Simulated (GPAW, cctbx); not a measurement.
## Bonding in (NaF)2(ZrC)2 as X-rays see it

Question: by how much does bonding change the X-ray structure factors of (NaF)2(ZrC)2, how firmly does DFT give the change, and what does a routine refinement make of it?

The cell is a (NaF)2(ZrC)2 superlattice along [001] of the rock-salt type, started at the mean lattice constant and relaxed freely, with no substrate. All numbers below are calculated.

## 1. Relax the structure

The density hangs on the geometry, so cell and atoms are relaxed first, with the symmetry held. The cutoff is set higher than for the density because stress converges slowly with plane waves.

Settings: GPAW 26.7.0, PBE, 900 eV, 7×7×3 k-points (along the axes of the calculation cell), Fermi–Dirac width 0.1 eV, BFGS to 0.03 eV/Å.

```text
cell
1.0
     3.326937405    0.000000000    0.000000000
     0.000000000    3.326937405    0.000000000
     0.000000000    0.000000000    9.410000000
Na F Zr C
2 2 2 2
Direct
0.500000000 0.000000000 0.875000000
0.000000000 0.500000000 0.125000000
0.000000000 0.500000000 0.875000000
0.500000000 0.000000000 0.125000000
0.500000000 0.000000000 0.375000000
0.000000000 0.500000000 0.625000000
0.000000000 0.500000000 0.375000000
0.500000000 0.000000000 0.625000000
```

```console
$ OMP_NUM_THREADS=1 mpirun -n 4 gpaw python run.py > gpaw.log
```

```text
BFGS:    0      -52.225233        0.982135
BFGS:    1      -52.275527        0.743599
BFGS:    2      -52.374173        0.408713
BFGS:    3      -52.380713        0.360729
...
BFGS:   12      -52.422673        0.106924
BFGS:   13      -52.424086        0.074140
BFGS:   14      -52.424994        0.021489
cell  3.2978 3.2978 9.6764  90.00 90.00 90.00
volume 105.238 A^3, largest force 0.021 eV/A, largest stress 0.18 GPa
```

After 14 steps the volume has changed by +1.0 % and the energy by -0.200 eV; the largest stress left is 0.18 GPa. It took 6.1 min on 4 cores of Arm Neoverse V1 (shared host), peak memory 1.5 GiB.

Relaxed structure: P4/nmm (no. 129, origin choice 1), a = 3.2978 Å, b = 3.2978 Å, c = 9.6764 Å, α = 90.00°, β = 90.00°, γ = 90.00°.

```
atom  mult.    x    y       z
 Zr1      2  1/2    0  0.3829
 Na1      2  1/2    0  0.8796
  F1      2    0  1/2  0.8763
  C1      2    0  1/2  0.3838
```

## 2. Density and charge transfer

X-rays see the whole electron density, so the PAW density is rebuilt with its core regions. Subtracting spherical free atoms from the same code cancels the cores and leaves the deformation density Δρ, the part due to bonding.

Settings: PBE, 550 eV, 8×8×3 k-points (along the axes of the calculation cell), Fermi–Dirac width 0.1 eV; primitive cell of 8 atoms.

```console
$ OMP_NUM_THREADS=1 mpirun -n 4 gpaw python run.py > gpaw.log
```

```text
|iter:   1|       0s |  -57.941585 | +0.02 |       |
|iter:   2|       2s |  -56.146113 | -1.13 | -0.91 |
|iter:   3|       4s |  -52.189512 | -0.24 | -0.98 |
...
|iter:   9|      15s |  -52.189988c| -5.77 | -3.73 |
|iter:  10|      17s |  -52.189996c| -6.94 | -4.18c|
|iter:  11|      18s |  -52.189996c| -7.60c| -5.02c|
```

```text
grid (36, 36, 108)  electrons 132.000  moved by bonding 1.932 e
deformation density beyond 0.5 A of the nuclei: max 0.160, min -0.140 e/A^3
atom        x       y       z   Voronoi charge  moment
Zr1    0.5000  0.0000  0.3829      0.433       0.00
Zr2    0.0000  0.5000  0.6171      0.433       0.00
Na3    0.5000  0.0000  0.8796      0.295       0.00
Na4    0.0000  0.5000  0.1204      0.295       0.00
F 5    0.0000  0.5000  0.8763     -0.188       0.00
F 6    0.5000  0.0000  0.1237     -0.188       0.00
C 7    0.0000  0.5000  0.3838     -0.540       0.00
C 8    0.5000  0.0000  0.6162     -0.540       0.00
mean inner potential of superposed free atoms 18.958 V
total magnetic moment 0.000 muB
```

Deformation density in a plane through the shortest contact of the Zr atom at the origin, in 0.01 e/Å³ (clipped at ±99); x from -1.6 to 3.9 Å, y from 2.4 down to -2.4 Å:

```text
 -1   2   5   1   .   .   9  11   1 -13   .   .  12   4  -4   3
 -1   2   5   5   .   .  10   9  -2 -12   .   .   2  -2  -5   2
 -2   0   4   8  11  10   8   3  -3  -8   1   3  -4  -7  -5  -2
 -3  -3  -1   3   6   5   1  -1  -1   0   4   5   2  -2  -3  -3
 -2  -5  -6  -4   3   1  -7  -3   2   7  10  11   8   3   0  -2
  2  -5  -4   0   .  -2 -11  -2   8  10   7   .   6   5   2  -1
  3  -4   4  14   .   . -13   0  11  10   .   .   1   5   2  -1
  2  -5  -4   0   .  -2 -11  -2   8  10   7   .   6   5   2  -1
 -2  -5  -6  -4   3   1  -7  -3   2   7  10  11   8   3   0  -2
 -3  -3  -1   3   6   5   1  -1  -1   0   4   5   2  -2  -3  -3
 -2   0   4   8  11  10   8   3  -3  -8   1   3  -4  -7  -5  -2
 -1   2   5   5   .   .  10   9  -2 -12   .   .   2  -2  -5   2
 -1   2   5   1   .   .   9  11   1 -13   .   .  12   4  -4   3
```

Atoms in or within 0.15 Å of the plane: Zr (0.0, 0.0), Zr (2.3, 2.3), Zr (2.3, -2.3), C (0.0, 2.3), C (0.0, -2.3), C (2.3, 0.0) Å. Dots mark points within about 0.45 Å of a nucleus; large values next to them are atomic features.

C gains most (-0.54 e) and Zr loses most (+0.43 e), which isn't the order of electronegativity: valence and coordination count too, and Voronoi cells cut space at the midplane whatever the atoms' sizes. Such charges fall far short of formal ones, since overlapping free atoms already put density on their neighbours. Along the shortest contact from the Zr atom at the map's origin, Zr–C at 2.26 Å, Δρ is +0.07 e/Å³ at the midpoint and highest, +0.12, 1.50 Å from Zr (points within 0.5 Å of a nucleus left out): little sits at the middle, as in a polar contact, whose build-up shifts to the more electronegative atom. At the midpoints of other shortest contacts it is 0.00 (Na–F, 2.33 Å), -0.04 (Zr–F, 2.51 Å), +0.02 (Na–C, 2.55 Å) and -0.01 (C–C, 3.24 Å) e/Å³. Point values carry grid noise of about 0.01 e/Å³. The run needed 11 iterations, 27 s.

## 3. From the density to structure factors

The Fourier components of Δρ, added to those of the free atoms, give the static X-ray structure factors; the Mott–Bethe relation turns them into the Fourier components V of the potential that fast electrons feel.

```text
static structure factors of the conventional cell: F in electrons, V (Mott-Bethe) in volts
   h  k  l      d  |F| table  |F| free   |F| DFT   change   |V| free  |V| DFT  change %
   0  0  1  9.6764    38.162    38.194    38.459    0.265     4.954    3.872    -21.9
   0  0  2  4.8382     9.668     9.672     9.872    0.201     1.156    0.952    -17.7
   0  0  3  3.2255    22.908    22.993    23.119    0.126     2.260    2.203     -2.5
   1  0  1  3.1215    37.253    37.233    36.973   -0.259     2.540    2.651      4.3
   1  0  2  2.7250    59.516    59.536    58.286   -1.250     3.917    4.321     10.3
   0  0  4  2.4191    97.244    97.038    98.179    1.141     8.398    8.107     -3.5
   1  1  0  2.3319    97.366    97.152    97.888    0.736     8.253    8.079     -2.1
   1  0  3  2.3059    40.681    40.612    40.551   -0.061     2.346    2.360      0.6
   1  1  1  2.2670    29.273    29.350    29.202   -0.148     2.252    2.285      1.5
   1  1  2  2.1006     7.653     7.642     7.685    0.043     0.608    0.600     -1.4
   1  0  4  1.9506    11.460    11.439    11.232   -0.207     0.597    0.632      5.7
   0  0  5  1.9353    34.064    34.152    34.105   -0.047     2.309    2.317      0.3
   1  1  3  1.8898    19.946    20.029    19.904   -0.125     1.237    1.256      1.6
   1  1  4  1.6789    82.130    82.026    82.158    0.132     5.888    5.872     -0.3
```

The largest X-ray change is -1.25 e on 102, 2.1 % of |F|. For electrons V goes as (Z − F)/g², so a change of F counts against Z − F, which is small at low angle and wherever the atoms' terms cancel: |V| of 001 moves by -21.9 % (4.95 to 3.87 V) against +0.7 % in |F|. The tabulated Hartree–Fock atoms differ from the free DFT atoms by up to 0.21 e, so the choice of reference atom matters too.

## 4. Which functional?

The same geometry is run with other functionals, to see whether the bonding signal is larger than the spread between approximations. Free atoms are LDA for LDA and PBE otherwise; meta-GGAs and hybrids keep PBE cores. Any other changed setting is in the row's label.

```
 run  ΔF 102 (e)  ΔF 004 (e)  ΔF 110 (e)  q(C) (e)  moved (e)  time
 PBE      -1.250      +1.141      +0.736    -0.540      1.932  27 s
 LDA      -1.205      +1.080      +0.681    -0.520      1.839  26 s
SCAN      -1.331      +1.230      +0.829    -0.585      2.107  66 s
```

At the base's settings ΔF(102) spans -1.331 to -1.205 e, a spread of 10 % of the PBE value; over the three listed reflections the spread is at most 20 %, so sign and size hold across the functionals. Times are from shared hosts.

## 5. What a spherical-atom refinement makes of it

Routine crystallography fits spherical atoms. To see the bias, intensities are simulated from tabulated atoms plus the DFT change ΔF, so that bonding alone can misfit (6820 reflections of the full sphere, merged to the counts below, to 0.4 Å, 1 % proportional noise plus counting noise, assumed isotropic U as listed, Δρ smeared by the mean U) and refined with cctbx over different ranges.

| range | data | R1 | GooF | U Zr1 (true 0.0058) | U Na1 (true 0.0088) | U F1 (true 0.0093) | U C1 (true 0.0101) | largest shift (Å) | Δρ max, min (e/Å³) |
| --- | --- | --- | --- | --- | --- | --- | --- | --- | --- |
| all data | 576 | 0.0046 | 1.10 | 0.0058 | 0.0088 | 0.0093 | 0.0102 | 0.0004 | 0.32, -0.25 |
| low resolution, d > 0.84 | 78 | 0.0048 | 1.89 | 0.0057 | 0.0088 | 0.0091 | 0.0101 | 0.0007 | 0.14, -0.12 |
| high order, d < 0.75 | 467 | 0.0048 | 0.92 | 0.0058 | 0.0088 | 0.0093 | 0.0102 | 0.0006 | 0.31, -0.22 |
| occupancies free, d > 0.7 | 132 | 0.0040 | 1.45 | 0.0057 | 0.0088 | 0.0101 | 0.0114 | 0.0006 | 0.16, -0.13 |

With all data GooF is 1.10, diluted by the many high-angle data; the misfit shows at low resolution; the top residual peak lies 1.08 Å from C and 1.18 Å from Zr, between them. No U is off by more than 3 s.u. at low resolution. With Zr1 held at 1 and the scale free, the other occupancies refine to Na1 0.997(0.004), F1 1.022(0.006) and C1 1.035(0.011), on sites that are all full: they absorb part of the misfit, and only ratios to the fixed site mean anything.

## 6. Answer

Bonding moves 1.93 e in the primitive cell of (NaF)2(ZrC)2 and changes the structure factors of the conventional cell in the table above by at most 1.25 e (102, 2.1 %). The shortest bond, Zr–C, has Δρ = +0.07 e/Å³ at its midpoint, low for a shared bond; with the charge transfer this is a polar contact. At the base's settings ΔF(102) spans -1.331 to -1.205 e, a spread of 10 % of the PBE value; over the three listed reflections the spread is at most 20 %, so sign and size hold across the functionals. With all data GooF is 1.10, diluted by the many high-angle data. Limits: static density, frozen cores, no spin–orbit coupling.

[Outputs are excerpts: Python notices, other lines and further rows are left out; steps that failed or that the build refused (PBEsol, TPSS) are not shown.]

[Logs are printed without paths, hosts, clocks, repeated set-up lines and the standing remarks that a program may print on its own settings, such as how far it seeks lower states.]
